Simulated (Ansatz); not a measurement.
## 4-layer antimonene (AA') in a perpendicular field

Aim: how the 4-layer antimonene (AA') screens a field along its normal, and what the field does to its bands. A positive field points along +c.

Main program and level: Ansatz 0.2.0; plane-wave DFT, PBE-D3(BJ), Ansatz PAW (set soft_1); PAW set soft_1.

## Step 1: Starting point

The cell holds 8 atoms: 8 Sb. Cell: a = 4.120 Å, b = 4.120 Å, c = 62.200 Å, α = 90.0°, β = 90.0°, γ = 120.0°. Regions: layer 1: antimonene, 2 atoms (2 Sb); layer 2: antimonene, 2 atoms (2 Sb); layer 3: antimonene, 2 atoms (2 Sb); layer 4: antimonene, 2 atoms (2 Sb). Vacuum lies along c.

## Step 2: Relaxation

The starting cell is a guess, so the in-plane lattice and the atoms are relaxed first, with the slab cut off from its images along the normal.

The input, input.yaml:

```yaml
crystal:
  lattice:
    - [4.12, 0.0, 0.0]
    - [-2.06, 3.5680246636, 0.0]
    - [0.0, 0.0, 62.1999999971]
  atoms:
    - { symbol: Sb, position: [0.6666666667, 0.3333333333, 0.3745980708] }
    - { symbol: Sb, position: [0.3333333333, 0.6666666667, 0.4011254019] }
    - { symbol: Sb, position: [0.3333333333, 0.6666666667, 0.4493569132] }
    - { symbol: Sb, position: [0.6666666667, 0.3333333333, 0.4758842444] }
    - { symbol: Sb, position: [0.6666666667, 0.3333333333, 0.5241157556] }
    - { symbol: Sb, position: [0.3333333333, 0.6666666667, 0.5506430868] }
    - { symbol: Sb, position: [0.3333333333, 0.6666666667, 0.5988745981] }
    - { symbol: Sb, position: [0.6666666667, 0.3333333333, 0.6254019292] }
  periodic: [true, true, false]
kpoints:
  mp_grid: { grid: [12, 12, 1] }
hamiltonian:
  xc: pbe
  dispersion: d3bj
  pseudopotentials: { kind: paw, azcp: { folder: soft_1 } }
scf:
  occupations: { method: fermi_dirac, width: 0.05 }
  convergence: { dr2_threshold: 1.0e-09 }
relax:
  f_tol: 0.004
  max_steps: 90
  cell: {}
output:
  write_potential: true
  write_density: true
  volumetric_format: npy
```

Launch:

```
> ansatz run input.yaml --threads 4 --pin off --max-ram 8192MiB --backend cpu --events-out ev --progress --plain --runs-dir out
```

Numbers of over 12 decimals in the logs are rounded to 6 here.

Output:

```text
Warning: relax.cell: scf.convergence.dr2_threshold = 1e-9 eV is looser than the 1.22070312579e-10 eV advised for a relaxation that steers and ends on the stress (1e-10 eV for each atom of the cell: 8, times the square of relax.cell.stress_2d_tol = 0.05 N/m over 25.6 Å (the atoms' height at the walk's start and 5 Å past either face), 1.953e-2 GPa, over a crystal's default 0.05). What an SCF threshold leaves in a stress goes as its square root, and in the free energy as the threshold itself, and one threshold admits the most on a small cell: [figures from the program's tests cut] Set scf.convergence.dr2_threshold to 1.22070312579e-10 eV or tighter. [rest of the remark cut]
Engine: ansatz 0.2.0, x86_64-unknown-linux-gnu
Pseudopotentials: kind: paw
Pseudopotential: Sb, paw, valence charge 15, recommended cutoff 420 eV (normal), soft_1/Sb.paw.azcp
Functional definition: PBE
  parameter kappa = 0.804
  parameter beta = 0.066725
  exchange = pbe_x(kappa = kappa, mu = beta*pi^2/3)
  correlation = pbe_c(beta = beta)
Crystal: 8 atoms, lattice volume = 914.356 Å³
Basis set: ecut = 420 eV, 17655 PW (Γ), exchange–correlation on 60×60×864 points (8 copies of the dense FFT grid, shifted against one another)
Bands: 72, of which v1, the nominal top of the filled ones, is band 60 counted from 1 (59 counted from 0)
Symmetry: 12 space group operations
Space group: P-6m2 (ITA 187), of the structure as read, at distance tolerance 9.7e-5 Å
k-points: 19 of 144 (time reversal used)
Non-local potential: Sb, projectors of the file, l = 0: 2, l = 1: 2, l = 2: 2, l = 3: 1
PAW form: soft (Blöchl's): semilocal exchange-correlation on the pseudo side does not see the compensation charge
PAW one-centre angular grid: Sb, 590 points (default); XC on 64 Gauss nodes
Initial density: superposition of atomic densities (neutral atoms: chi_scale 0, normalization atom)
Initial wavefunctions: pseudopotential atomic-orbital guess
Functional: x = pbe(κ = 0.804, μ = 0.219515), c = pbe(β = 0.066725)
iter 1 solved again at ethr=6.27e-4 eV; its pass at ethr=3.10e-3 eV (dr2=7.52e-1 eV) is discarded
SCF iter   1: F=—  HF=-51877.832532 eV  |F-HF|=—  |Δ(HF+E_count)|=         —  Δρ=8.46e-3  dr2=7.63e-1  ethr=6.27e-4  ⟨swp⟩=3.2  Hψ=9156  notcnv=0
preconditioner: auto → LDOS  [metal: Δε(μ)=0.037 eV  Ē_g=7.555 eV  σ=0.050 eV  W_gap=0.18  n_scr=140 (ndim 8)  ℏωp=7.8 eV  f_vac=0.682  D(μ)=4.09/eV (n_scr^D=16)  β→1.0]
SCF iter   2: F=—  HF=-51877.733374 eV  |F-HF|=—  |Δ(HF+E_count)|=   9.92e-2  Δρ=1.62e-3  dr2=3.26e-2  ethr=6.27e-4  ⟨swp⟩=4.1  Hψ=2185  notcnv=0
SCF iter   3: F=—  HF=-51877.740151 eV  |F-HF|=—  |Δ(HF+E_count)|=   6.78e-3  Δρ=9.18e-4  dr2=1.36e-2  ethr=2.71e-5  ⟨swp⟩=3.3  Hψ=3242  notcnv=0
SCF iter   4: F=—  HF=-51877.737354 eV  |F-HF|=—  |Δ(HF+E_count)|=   2.80e-3  Δρ=3.25e-4  dr2=1.54e-3  ethr=1.14e-5  ⟨swp⟩=3.0  Hψ=3060  notcnv=0  defer=1
SCF iter   5: F=—  HF=-51877.737358 eV  |F-HF|=—  |Δ(HF+E_count)|=   4.74e-6  Δρ=7.24e-5  dr2=1.12e-4  ethr=1.28e-6  ⟨swp⟩=3.0  Hψ=2887  notcnv=0  defer=1
SCF iter   6: F=—  HF=-51877.737395 eV  |F-HF|=—  |Δ(HF+E_count)|=   3.65e-5  Δρ=2.70e-5  dr2=9.40e-6  ethr=9.35e-8  ⟨swp⟩=3.0  Hψ=2871  notcnv=0  defer=1
SCF iter   7: F=—  HF=-51877.737563 eV  |F-HF|=—  |Δ(HF+E_count)|=   1.68e-4  Δρ=8.83e-6  dr2=9.91e-7  ethr=7.83e-9  ⟨swp⟩=3.0  Hψ=2843  notcnv=0  defer=1
SCF iter   8: F=—  HF=-51877.737563 eV  |F-HF|=—  |Δ(HF+E_count)|=   5.09e-7  Δρ=2.32e-6  dr2=1.26e-7  ethr=8.26e-10  ⟨swp⟩=3.0  Hψ=2940  notcnv=0  defer=1
SCF iter   9: F=—  HF=-51877.737563 eV  |F-HF|=—  |Δ(HF+E_count)|=   1.61e-7  Δρ=9.27e-7  dr2=1.67e-8  ethr=1.05e-10  ⟨swp⟩=3.3  Hψ=2773  notcnv=0  defer=1
SCF iter  10: F=—  HF=-51877.737563 eV  |F-HF|=—  |Δ(HF+E_count)|=   1.29e-8  Δρ=2.86e-7  dr2=2.44e-9  ethr=1.39e-11  ⟨swp⟩=3.1  Hψ=2822  notcnv=0  defer=1
SCF iter  11: F=-51877.737563 eV  HF=-51877.737563 eV  |F-HF|=1.16e-9  |Δ(HF+E_count)|=   5.45e-9  Δρ=6.40e-8  dr2=2.87e-10  ethr=1.00e-12  ⟨swp⟩=10.8  Hψ=8956  notcnv=0
SCF 1 converged in 11 iterations: F = -51877.737563 eV  dr2 = 2.87e-10
  greatest PAW one-centre occupation: 0.996 electrons in one spin orbital (limit 2), on the Sb atom at site 2 (counted from 0), in its partial waves of l = 2
relax step   1: F+E_penalty+E_count = -51877.73756344 eV  Δ(F+E_penalty+E_count) = +0.000e0 eV  max|allowed force component| = 8.094e-1 eV/Å  Δτ_max = 0.0000 Å  P = -0.119 N/m  Ω = 914.356 Å³  fix = [c, alpha, beta]  reactions: c -0.000 N/m  (11 SCF iters, accepted)
Crystal: 8 atoms, lattice volume = 918.291 Å³
Basis set: ecut = 420 eV, 17715 PW (Γ), exchange–correlation on 60×60×864 points (8 copies of the dense FFT grid, shifted against one another)
Initial density: handed on by an earlier stage of this run
Initial wavefunctions: those handed on with the density
iter 1 solved again at ethr=5.47e-5 eV; its pass at ethr=3.10e-3 eV (dr2=6.57e-2 eV) is discarded
SCF iter   1: F=—  HF=-51877.939704 eV  |F-HF|=—  |Δ(HF+E_count)|=         —  Δρ=2.77e-3  dr2=6.61e-2  ethr=5.47e-5  ⟨swp⟩=3.1  Hψ=7378  notcnv=0
preconditioner: auto → LDOS  [metal: Δε(μ)=0.065 eV  Ē_g=7.511 eV  σ=0.050 eV  W_gap=0.31  n_scr=140 (ndim 8)  ℏωp=7.7 eV  f_vac=0.681  D(μ)=3.68/eV (n_scr^D=16)  β→1.0]
SCF iter   2: F=—  HF=-51877.941255 eV  |F-HF|=—  |Δ(HF+E_count)|=   1.55e-3  Δρ=6.87e-4  dr2=9.32e-3  ethr=5.47e-5  ⟨swp⟩=3.8  Hψ=3078  notcnv=0
SCF iter   3: F=—  HF=-51877.939335 eV  |F-HF|=—  |Δ(HF+E_count)|=   1.92e-3  Δρ=3.65e-4  dr2=3.06e-3  ethr=7.77e-6  ⟨swp⟩=3.0  Hψ=2972  notcnv=0
SCF iter   4: F=—  HF=-51877.938833 eV  |F-HF|=—  |Δ(HF+E_count)|=   5.02e-4  Δρ=1.03e-4  dr2=3.81e-4  ethr=2.55e-6  ⟨swp⟩=3.0  Hψ=2952  notcnv=0
SCF iter   5: F=—  HF=-51877.938803 eV  |F-HF|=—  |Δ(HF+E_count)|=   3.08e-5  Δρ=3.85e-5  dr2=6.77e-5  ethr=3.17e-7  ⟨swp⟩=2.5  Hψ=2302  notcnv=0
SCF iter   6: F=—  HF=-51877.938805 eV  |F-HF|=—  |Δ(HF+E_count)|=   2.20e-6  Δρ=1.25e-5  dr2=4.82e-6  ethr=5.64e-8  ⟨swp⟩=2.9  Hψ=2760  notcnv=0
SCF iter   7: F=—  HF=-51877.938968 eV  |F-HF|=—  |Δ(HF+E_count)|=   1.63e-4  Δρ=3.55e-6  dr2=3.06e-7  ethr=4.02e-9  ⟨swp⟩=3.1  Hψ=2709  notcnv=0
SCF iter   8: F=—  HF=-51877.938968 eV  |F-HF|=—  |Δ(HF+E_count)|=   3.64e-7  Δρ=1.01e-6  dr2=1.50e-8  ethr=2.55e-10  ⟨swp⟩=3.3  Hψ=2604  notcnv=0
SCF iter   9: F=—  HF=-51877.938969 eV  |F-HF|=—  |Δ(HF+E_count)|=   2.34e-8  Δρ=4.73e-7  dr2=3.23e-9  ethr=1.25e-11  ⟨swp⟩=3.1  Hψ=2897  notcnv=0
SCF iter  10: F=-51877.938969 eV  HF=-51877.938969 eV  |F-HF|=2.08e-9  |Δ(HF+E_count)|=   2.71e-9  Δρ=9.21e-8  dr2=1.31e-10  ethr=1.00e-12  ⟨swp⟩=11.3  Hψ=9756  notcnv=0
SCF 2 converged in 10 iterations: F = -51877.938969 eV  dr2 = 1.31e-10
[...]
relax step   9: F+E_penalty+E_count = -51878.33991770 eV  Δ(F+E_penalty+E_count) = -6.617e-3 eV  max|allowed force component| = 8.472e-2 eV/Å  Δτ_max = 0.1918 Å  P = -0.303 N/m  Ω = 896.119 Å³  energy of the carried Pulay correction = +4.829e-4 eV  fix = [c, alpha, beta]  reactions: c -0.000 N/m  (11 SCF iters, accepted)
relax step  10: F+E_penalty+E_count = -51878.34637071 eV  Δ(F+E_penalty+E_count) = -6.453e-3 eV  max|allowed force component| = 9.249e-3 eV/Å  Δτ_max = 0.0655 Å  P = +0.036 N/m  Ω = 890.525 Å³  energy of the carried Pulay correction = +6.330e-4 eV  fix = [c, alpha, beta]  reactions: c +0.000 N/m  (10 SCF iters, accepted)
relax step  11: F+E_penalty+E_count = -51878.34667437 eV  Δ(F+E_penalty+E_count) = -3.037e-4 eV  max|allowed force component| = 2.274e-3 eV/Å  Δτ_max = 0.0217 Å  P = +0.010 N/m  Ω = 890.808 Å³  energy of the carried Pulay correction = +6.254e-4 eV  fix = [c, alpha, beta]  reactions: c +0.000 N/m  (9 SCF iters, accepted)
relax step  12: F+E_penalty+E_count = -51878.34677849 eV  Δ(F+E_penalty+E_count) = -1.041e-4 eV  max|allowed force component| = 6.544e-3 eV/Å  Δτ_max = 0.0258 Å  P = +0.021 N/m  Ω = 890.326 Å³  energy of the carried Pulay correction = +6.384e-4 eV  fix = [c, alpha, beta]  reactions: c +0.000 N/m  (9 SCF iters, accepted)
relax step  13: F+E_penalty+E_count = -51878.34674874 eV  Δ(F+E_penalty+E_count) = +2.975e-5 eV  max|allowed force component| = 8.503e-3 eV/Å  Δτ_max = 0.0050 Å  P = -0.028 N/m  Ω = 891.055 Å³  energy of the carried Pulay correction = +6.188e-4 eV  fix = [c, alpha, beta]  (8 SCF iters, rejected (line search))
relax step  14: F+E_penalty+E_count = -51878.34678433 eV  Δ(F+E_penalty+E_count) = -5.839e-6 eV  max|allowed force component| = 1.403e-4 eV/Å  Δτ_max = 0.0018 Å  P = +0.001 N/m  Ω = 890.641 Å³  energy of the carried Pulay correction = +6.299e-4 eV  fix = [c, alpha, beta]  reactions: c +0.000 N/m  (8 SCF iters, accepted)
Initial wavefunctions: pseudopotential atomic-orbital guess (no wavefunctions were taken with the density)
iter 1 solved again at ethr=3.29e-7 eV; its pass at ethr=3.10e-3 eV (dr2=3.94e-4 eV) is discarded
SCF iter   1: F=—  HF=-51878.345939 eV  |F-HF|=—  |Δ(HF+E_count)|=         —  Δρ=1.66e-5  dr2=9.70e-7  ethr=3.29e-7  ⟨swp⟩=6.3  Hψ=12973  notcnv=0
preconditioner: auto → Resta (q_TF=auto, 1.953 Å⁻¹)  ε∞=2.2  [insulator: Δε(μ)=0.507 eV  Ē_g=7.330 eV  σ=0.050 eV  W_gap=0.99  n_scr=128 (ndim 8)  ℏωp=7.9 eV  f_vac=0.640  D(μ)=0.04/eV (n_scr^D=0)  ε∞_Penn≈2.2  vacuum switching on, ρ_ref=3.9e-3 e/Å³]
SCF iter   2: F=—  HF=-51878.346098 eV  |F-HF|=—  |Δ(HF+E_count)|=   1.58e-4  Δρ=6.58e-6  dr2=8.82e-8  ethr=8.08e-10  ⟨swp⟩=3.6  Hψ=3417  notcnv=0
SCF iter   3: F=—  HF=-51878.346098 eV  |F-HF|=—  |Δ(HF+E_count)|=   4.46e-8  Δρ=1.94e-6  dr2=1.23e-8  ethr=7.35e-11  ⟨swp⟩=2.4  Hψ=2796  notcnv=0
SCF iter   4: F=—  HF=-51878.346098 eV  |F-HF|=—  |Δ(HF+E_count)|=   6.45e-9  Δρ=4.93e-7  dr2=1.55e-8  ethr=1.02e-11  ⟨swp⟩=3.6  Hψ=2983  notcnv=0
SCF iter   5: F=—  HF=-51878.346098 eV  |F-HF|=—  |Δ(HF+E_count)|=  6.62e-10  Δρ=2.81e-7  dr2=3.59e-9  ethr=1.02e-11  ⟨swp⟩=2.1  Hψ=1561  notcnv=0
SCF iter   6: F=-51878.346098 eV  HF=-51878.346098 eV  |F-HF|=4.07e-10  |Δ(HF+E_count)|=  1.46e-11  Δρ=9.44e-8  dr2=2.60e-10  ethr=1.00e-12  ⟨swp⟩=14.9  Hψ=9707  notcnv=0
SCF 15 converged in 6 iterations: F = -51878.346098 eV  dr2 = 2.60e-10
relax step  15: F+E_penalty+E_count = -51878.34609792 eV  Δ(F+E_penalty+E_count) = +6.864e-4 eV  max|allowed force component| = 1.845e-4 eV/Å  Δτ_max = 0.0000 Å  P = +0.003 N/m  Ω = 890.641 Å³  fix = [c, alpha, beta]  reactions: c +0.000 N/m  stress off target by 2.90e-3 N/m on what of the cell is left free  SCF on the basis re-selected at this cell (its energy is not comparable with the rows above)  (6 SCF iters)
basis re-selected at this cell: Δ(F+E_penalty+E_count) = +6.864e-4 eV, ΔP = +0.002 N/m vs the last step (what re-selecting the basis moved, of the pressure what is left beyond the Pulay correction that the steps carried, after the strain that the cell walked since its last selection, with what the two solves' SCF thresholds leave and, on support functions, any second-order correction that the steps lacked; it is no m [...]
WARN: The output density's exchange-correlation potential varies sharply where the density is thin. Do not read a vacuum level from v_tot or v_xc, or from such a field of the output density. On a cell that repeats whose density bears no net charge and no dipole along the vacuum's axis use v_es (v_loc + v_h of the components); under efield.dipole_correction with no amplitude use v_es + v_field, which holds any externa [...]
SCF converged after 6 iterations
Free energy (F): -51878.346098 eV
Harris-Foulkes:  -51878.346098 eV  (|F-HF|=4.07e-10)
Internal energy: -51878.345525 eV  (E = F + TS)
E sigma→0 (E₀):  -51878.345812 eV
Entropy (-TS):   -0.000573 eV (-0.072 meV/atom)
Fermi energy:    -4.212569 eV
--- Per-component energies (eV) ---
  E_band       = -3033.386387
  E_kinetic    = 1298.482041
  E_local      = -757636.143755  (includes V_loc(G=0)·N_el)
  E_nonlocal   = 3117.665943
  E_hartree    = 376881.498652
  E_xc         = -787.462750
  E_vxc        = -721.032451  (∫ρ·V_xc dr)
  E_paw        = -36348.290855  (= ΣΔE_a)
  E_vpaw       = -2855.367032  (= ΣTr[D̂ρ^β])
  E_aug_tail   = 0.001100  (compensation charges beyond the density's cutoff)
  E_ewald      = 361598.386375
  E_disp       = -2.482277  (pairwise vdW)
  E_smearing   = -0.000573  (= −TS)
  E_closure    = -0.000000  (closes the sum)
  Σ components = -51878.346098   (vs F -51878.346098, Δ=0.00e0)
--- Forces (eV/Å), atoms counted from 1 ---
  atom   1  Sb     0.00000000     0.00000000    -0.00002549
  atom   2  Sb     0.00000000    -0.00000000     0.00018451
  atom   3  Sb     0.00000000    -0.00000000    -0.00007904
  atom   4  Sb    -0.00000000     0.00000000     0.00001124
  atom   5  Sb    -0.00000000     0.00000000    -0.00001124
  atom   6  Sb     0.00000000    -0.00000000     0.00007904
  atom   7  Sb     0.00000000    -0.00000000    -0.00018451
  atom   8  Sb     0.00000000     0.00000000     0.00002549
  max |Σ_I F_I| component: 1.85e-17 eV/Å
--- 2D stress c σ (N/m, compression-positive) ---
        0.002897      -0.000000       0.000000
        0.000000       0.002897       0.000000
        0.000000       0.000000       0.000000
  P = ½ c Tr σ = 0.0029 N/m
--- Band table (eV; the first three rows and the last of 19) ---
  k-point 0: bands = [... 56 lower, -4.6987, -4.6774, -4.6774, -4.5565, -3.2588, -2.9754, -2.7490, -2.6257, ... 8 higher]
  k-point 1: bands = [... 56 lower, -4.9111, -4.8776, -4.8564, -4.5007, -2.7532, -2.5638, -2.4035, -2.3004, ... 8 higher]
  k-point 2: bands = [... 56 lower, -5.2725, -5.2514, -5.0808, -4.5222, -3.1704, -3.0274, -2.8656, -2.7135, ... 8 higher]
  k-point 18: bands = [... 56 lower, -6.6729, -6.3819, -6.3279, -6.2949, -3.8105, -3.5849, -3.3066, -3.0672, ... 8 higher]
  the weakly bound empty levels are not read free of the cell's end (no_gap_told)
--- Relaxed structure (14 steps of the walk, 13 accepted, 1 SCFs on fresh bases) ---
  F+E_penalty+E_count = -51878.34609792 eV   max|allowed force component| = 1.845e-4 eV/Å   (the final SCF, on the basis selected at the relaxed cell)
  cell:  # Å, volume = 890.6408 Å³
    - [4.066219, 0, 0.0]
    - [-2.033110, 3.521449, 0.0]
    - [0.0, 0.0, 62.1999999971]
  atoms:
    - { symbol: Sb, position: [0.666667, 0.333333, 0.349898] }
    - { symbol: Sb, position: [0.333333, 0.666667, 0.376464] }
    - { symbol: Sb, position: [0.333333, 0.666667, 0.441202] }
    - { symbol: Sb, position: [0.666667, 0.333333, 0.467783] }
    - { symbol: Sb, position: [0.666667, 0.333333, 0.532217] }
    - { symbol: Sb, position: [0.333333, 0.666667, 0.558798] }
    - { symbol: Sb, position: [0.333333, 0.666667, 0.623536] }
    - { symbol: Sb, position: [0.666667, 0.333333, 0.650102] }
```

Wall time 5.4 min (4 threads of Intel Xeon Platinum 8375C at 2.90GHz (Ice Lake), shared host); peak memory 2.2 GiB; 21 min of CPU time.

Relaxation path:

| step | energy less that of the first step (eV) | largest force component (eV/Å) | volume (Å³) |
| --- | --- | --- | --- |
| 1 | 0.0000 | 0.8094 | 914.36 |
| 2 | -0.2014 | 0.4275 | 918.29 |
| 3 | -0.3304 | 0.2451 | 912.10 |
| 4 | -0.4230 | 0.1342 | 908.72 |
| 5 | -0.4786 | 0.0902 | 907.44 |
| 6 | -0.5240 | 0.0980 | 899.03 |
| 7 | -0.5657 | 0.1095 | 898.86 |
| 8 | -0.5957 | 0.0646 | 891.42 |
| 9 | -0.6024 | 0.0847 | 896.12 |
| 10 | -0.6088 | 0.0092 | 890.53 |
| 11 | -0.6091 | 0.0023 | 890.81 |
| 12 | -0.6092 | 0.0065 | 890.33 |
| 13 | -0.6092 | 0.0085 | 891.06 |
| 14 | -0.6092 | 0.0001 | 890.64 |
| 15* | -0.6085 | 0.0002 | 890.64 |

Relaxation steps marked * repeat the geometry before them on a plane-wave basis chosen anew for their cell, so energy and pressure can jump there. Relaxation step 13 was tried and not accepted.

Forces are held to the 12 operations that the run works with; a distortion that breaks them can't arise in this run.

| cell as run | before | after | change |
| --- | --- | --- | --- |
| a (Å) | 4.120 | 4.066 | -1.3 % |
| b (Å) | 4.120 | 4.066 | -1.3 % |

The atoms that moved most (Å, along periodic axes as changes of fractional coordinates times the final cell, across vacuum about the mean position):

| atom | dx | dy | dz | length |
| --- | --- | --- | --- | --- |
| Sb8 | 0.000 | 0.000 | 1.536 | 1.536 |
| Sb1 | 0.000 | 0.000 | -1.536 | 1.536 |
| Sb2 | 0.000 | 0.000 | -1.534 | 1.534 |
| Sb7 | 0.000 | 0.000 | 1.534 | 1.534 |
| Sb6 | 0.000 | 0.000 | 0.507 | 0.507 |
| Sb3 | 0.000 | 0.000 | -0.507 | 0.507 |
| Sb5 | 0.000 | 0.000 | 0.504 | 0.504 |
| Sb4 | 0.000 | 0.000 | -0.504 | 0.504 |

This step gave:

```yaml
energy_at_zero_smearing: -51878.3458 eV
```

The lattice constant a goes from 4.120 to 4.066 Å.

(Part 1 of 3 ends here.)

[Logs are printed without paths, hosts, clocks, repeated set-up lines and the standing remarks that a program may print on its own settings, such as how far it seeks lower states.]

[Hosts, paths, dates, database ids (printed as entryN), source tags and the programs' standing remarks are cut or masked in the printed files.]

[Maps of the electrostatic potential energy from Ansatz leave out the sawtooth potential of an applied field or a dipole correction, so their vacuum need not be flat; planar profiles and work functions include it.]
